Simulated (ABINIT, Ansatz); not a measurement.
**BaNaH6Ir (F-43m): changed settings of a GW run in ABINIT**

Aim: change inputs of a GW run on BaNaH6Ir (F-43m) and see what moves.

Method: LDA and many-body steps on it, plane waves, in ABINIT 10.8.3.

Most raw output is cut from this account.

## (1) Set-up

The structure is cubic, space group F-43m (No. 216). The conventional cell has a = 7.845 Å, b = 7.845 Å, c = 7.845 Å, α = 90.00°, β = 90.00°, γ = 90.00°. Nearest to Na lie 12 H at 2.79 Å. Nearest to Ba lie 12 H at 2.79 Å. H has 1 Ir at 1.69 Å and 4 H at 2.39 Å and 2 Ba at 2.79 Å and 2 Na at 2.79 Å nearest. Nearest to Ir lie 6 H at 1.69 Å. Farther neighbours are not listed.

The cell and positions are those that the Materials Project relaxed with its own functionals (PBE, PBE+U or r2SCAN), kept fixed. Spin-orbit coupling is left out unless a step names it.

## (2) Screening, 2×2×2 mesh, 100 bands, screening to 114.3 eV

This step: ABINIT 10.8.3; RPA screening on LDA, plane waves, norm-conserving pseudopotentials.

The RPA dielectric matrix is built and inverted for each q.

Contents of run.abi:

```
acell 3*1.0 Angstrom
rprim 
  -0.000000000000 3.922549000000 3.922549000000
  3.922549000000 -0.000000000000 3.922549000000
  3.922549000000 3.922549000000 -0.000000000000
ntypat 4
znucl 11 56 1 77
natom 9
typat 1 2 3 3 3 3 3 3 4
xred 
  0.250000000000 0.250000000000 0.250000000000
  0.750000000000 0.750000000000 0.750000000000
  0.784973000000 0.215027000000 0.215027000000
  0.215027000000 0.784973000000 0.215027000000
  0.784973000000 0.784973000000 0.215027000000
  0.215027000000 0.784973000000 0.784973000000
  0.784973000000 0.215027000000 0.784973000000
  0.215027000000 0.215027000000 0.784973000000
  0.000000000000 0.000000000000 0.000000000000
pp_dirpath "pseudos"
pseudos "Na.upf, Ba.upf, H.upf, Ir.upf"
ecut 38
ngkpt 2 2 2
nshiftk 1
shiftk 0 0 0
kptopt 1
chksymbreak 0
istwfk *1
occopt 1
irdwfk 1
optdriver 3
nband 100
ecuteps 4.2
inclvkb 2
awtr 1
symchi 1
indata_prefix "in"
outdata_prefix "out"
tmpdata_prefix "tmp"
```

The run is started by

```console
$ OMP_NUM_THREADS=1 mpirun -n 4 abinit run.abi > log
```

Elapsed: 17 s, on 4 MPI ranks of Arm Neoverse V1, shared host; peak memory 1.5 GiB.

Numbers from this step:

* ε∞ with local fields, on this mesh, along the program's q direction: 4.098
* the same without local fields: 5.028
* plasma frequency: 21.90 eV
* plane waves in the screening matrix: 331

Local fields lower ε∞ by 18 %. On a Γ-centred mesh this coarse the value itself is usually too large, while a short band sum pulls it down.

## (3) Base

The self-energy is evaluated for the states that the input lists, and the levels follow from it, in one-shot runs by the linearised quasiparticle equation.

This step: G0W0 on LDA, plane waves, norm-conserving pseudopotentials.

Changes to run.abi since step 2:

```diff
@@ -30,8 +30,17 @@
 irdwfk 1
-optdriver 3
+optdriver 4
 nband 100
+gwcalctyp 0
+ecutsigx 38
+symsigma 1
+nkptgw 2
+kptgw 
+  0.0000000000 0.0000000000 0.0000000000
+  0.5000000000 0.5000000000 0.0000000000
+bdgw 
+  19 24
+  20 23
 ecuteps 4.2
-inclvkb 2
-awtr 1
-symchi 1
+irdscr 1
+ppmodel 1
 indata_prefix "in"
```

Run time: 9.8 s. Hardware: 4 MPI ranks; peak memory 0.96 GiB; 39 s of CPU time.

Numbers from this step:

| Quantity | Value |
| --- | --- |
| G0W0 gap on the points computed | 4.164 eV |
| starting gap on the mesh | 2.990 eV |
| k of the valence top | 0, 0, 0 |
| k of the conduction bottom | 0.5, 0.5, 0 |
| Z at the valence top | 0.782 |
| Z at the conduction bottom | 0.833 |
| least direct G0W0 gap on the computed points | 4.219 eV |

The gap on the mesh goes from 2.99 eV to 4.16 eV, a correction of +1.17 eV.

## (4) Scissors in G

Changes to run.abi since step 3:

```diff
@@ -45,2 +45,3 @@
 ppmodel 1
+mbpt_sciss 1.0 eV
 indata_prefix "in"
```

The job ended after 9.8 s (4 MPI ranks; peak memory 0.96 GiB).

Numbers from this step:

```
G0W0 gap on the points computed              : 4.277 eV
starting gap on the mesh                     : 2.990 eV
k of the valence top                         : 0, 0, 0
k of the conduction bottom                   : 0.5, 0.5, 0
Z at the valence top                         : 0.783
Z at the conduction bottom                   : 0.835
least direct G0W0 gap on the computed points : 4.332 eV
```

## (5) Unknown plasmon-pole model

Changes to run.abi since step 4:

```diff
@@ -44,4 +44,3 @@
 irdscr 1
-ppmodel 1
-mbpt_sciss 1.0 eV
+ppmodel 7
 indata_prefix "in"
```

The job ended after 4.1 s (4 MPI ranks; peak memory 0.22 GiB).

The run stopped with an error after 4.1 s.

The program's words: Wrong ppm%model: 7

The fault put into this input: unknown plasmon-pole model.

## (6) The runs together

Times are wall times on 4 MPI ranks of Arm Neoverse V1, shared host, good to a factor of about two. A run's time includes the screening step that it read.

| run | mesh | bands | screening cutoff (eV) | DFT gap (eV) | gap on the mesh (eV) | direct (eV) | ε∞ used | time |
| --- | --- | --- | --- | --- | --- | --- | --- | --- |
| base | 2×2×2 | 100 | 114.3 | 2.990 | 4.164 | 4.219 | 4.10 | 27 s |
| scissors in G | 2×2×2 | 100 | 114.3 | 2.990 | 4.277 | 4.332 | 4.10 | 27 s |

## (7) Results

```json
{
  "base": "4.164 eV",
  "scissors in G": "4.277 eV",
  "known limits": "not at the basis limit; no spin polarisation; d states lean on the start; no spin-orbit coupling; coarse k mesh"
}
```

In words: Scissors in G: +0.113 eV against base (keys changed: mbpt_sciss). Bands and cutoff are finite, so the gap is not at the basis limit. The miss can reach some tenths of an eV and take either sign; the mesh is an error of its own. In the G0W0 runs levels were corrected at 2 k points alone, so a gap called «on the mesh» is the least over those, and an edge elsewhere would be missed. The 2×2×2 mesh is coarse for this cell, which bears on the long-range parts of exchange and screening. The runs have no spin polarisation. For a closed low-spin shell that is the natural state; where a d or f shell is open it is a constraint, and the gap is then not the crystal's own. With d states at the gap, one-shot GW leans hard on its start. The many-body steps are scalar-relativistic: spin-orbit coupling is not in them.

[Paths, hosts, dates, memory and timing lines, banners, echoed tables and standing remarks are left out of the program output.]

[Logs are printed without paths, hosts, clocks, repeated set-up lines and the standing remarks that a program may print on its own settings, such as how far it seeks lower states.]

[Runs of the session that timed out or met a known fault of the program may be left out.]

[Hosts, paths, dates, database ids (printed as entryN), source tags and the programs' standing remarks are cut or masked in the printed files.]

[G0W0 gaps are taken among the corrected bands and points alone; a level outside them can change the order at an edge.]

[Where Ansatz stands beside ABINIT at settings called matched, ABINIT's density can come from a denser mesh and the files from another edition; pairs whose starting gaps differed by over 0.03 eV were left out, so agreement reads better than it is.]
